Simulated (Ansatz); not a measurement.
Planning a GW calculation on TiO2 (Anatase).

Symmetry: I4_1/amd, No. 141, tetragonal system. The conventional cell has a = 3.784 Å, b = 3.784 Å, c = 9.515 Å, α = 90.00°, β = 90.00°, γ = 90.00°. Nearest to Ti lie 6 O at 1.93 to 1.98 Å. O has 3 Ti at 1.93 to 1.98 Å nearest. Farther neighbours and most contacts between anions are not listed.

```xyz
6
Lattice="-1.8921 1.8921 4.7573 1.8921 -1.8921 4.7573 1.8921 1.8921 -4.7573" Properties=species:S:1:pos:R:3 pbc="T T T"
Ti    0.0000    0.0000    0.0000
Ti    0.0000    1.8921    2.3786
O     0.0000    0.0000    1.9800
O     0.0000    1.8921    4.3586
O     0.0000    1.8921    0.3987
O     0.0000    0.0000    7.5346
```

The cell and positions come from the Crystallography Open Database and are kept as given unless a step says otherwise. PAW set soft_2, made with PBE.

Runs so far (Ansatz 0.2.0, start PBE, default PAW files, 6×6×6 mesh). Times are wall times on 1 × NVIDIA H100 80GB HBM3 (shared by 6 runs) with 2 threads of AMD EPYC 7R13 (Zen 3), shared host, good to a factor of about two.

| bands summed | cutoff (eV) | gap on the mesh (eV) | time |
| --- | --- | --- | --- |
| 78 | 50 | 3.871 | 14 s |
| 178 | 100 | 3.618 | 40 s |
| 308 | 150 | 3.621 | 47 s |
| 528 | 220 | 3.665 | 2.5 min |

Q: What should the next rung give, with 827 bands and screening to 300 eV, and where is the limit?

The error falls about as one over the bands when the cutoff rises with them. A line through the two highest rungs given predicts 3.688 eV; the run gave 3.695 eV, close to it. The two highest rungs put the limit near 3.746 eV, the pair below near 3.728 eV; their difference is a rough measure of what is unsettled in bands and cutoff; the mesh is a separate error.

Gaps are over the mesh's points; an edge off the mesh would be missed. Limits: not at the basis limit.

[Paths, hosts, dates, memory and timing lines, banners, echoed tables and standing remarks are left out of the program output.]

[Logs are printed without paths, hosts, clocks, repeated set-up lines and the standing remarks that a program may print on its own settings, such as how far it seeks lower states.]

[Runs of the session that timed out or met a known fault of the program may be left out.]

[Cells called generated may have been cut or substituted from an entry of the Crystallography Open Database or the Materials Project.]

[Hosts, paths, dates, database ids (printed as entryN), source tags and the programs' standing remarks are cut or masked in the printed files.]
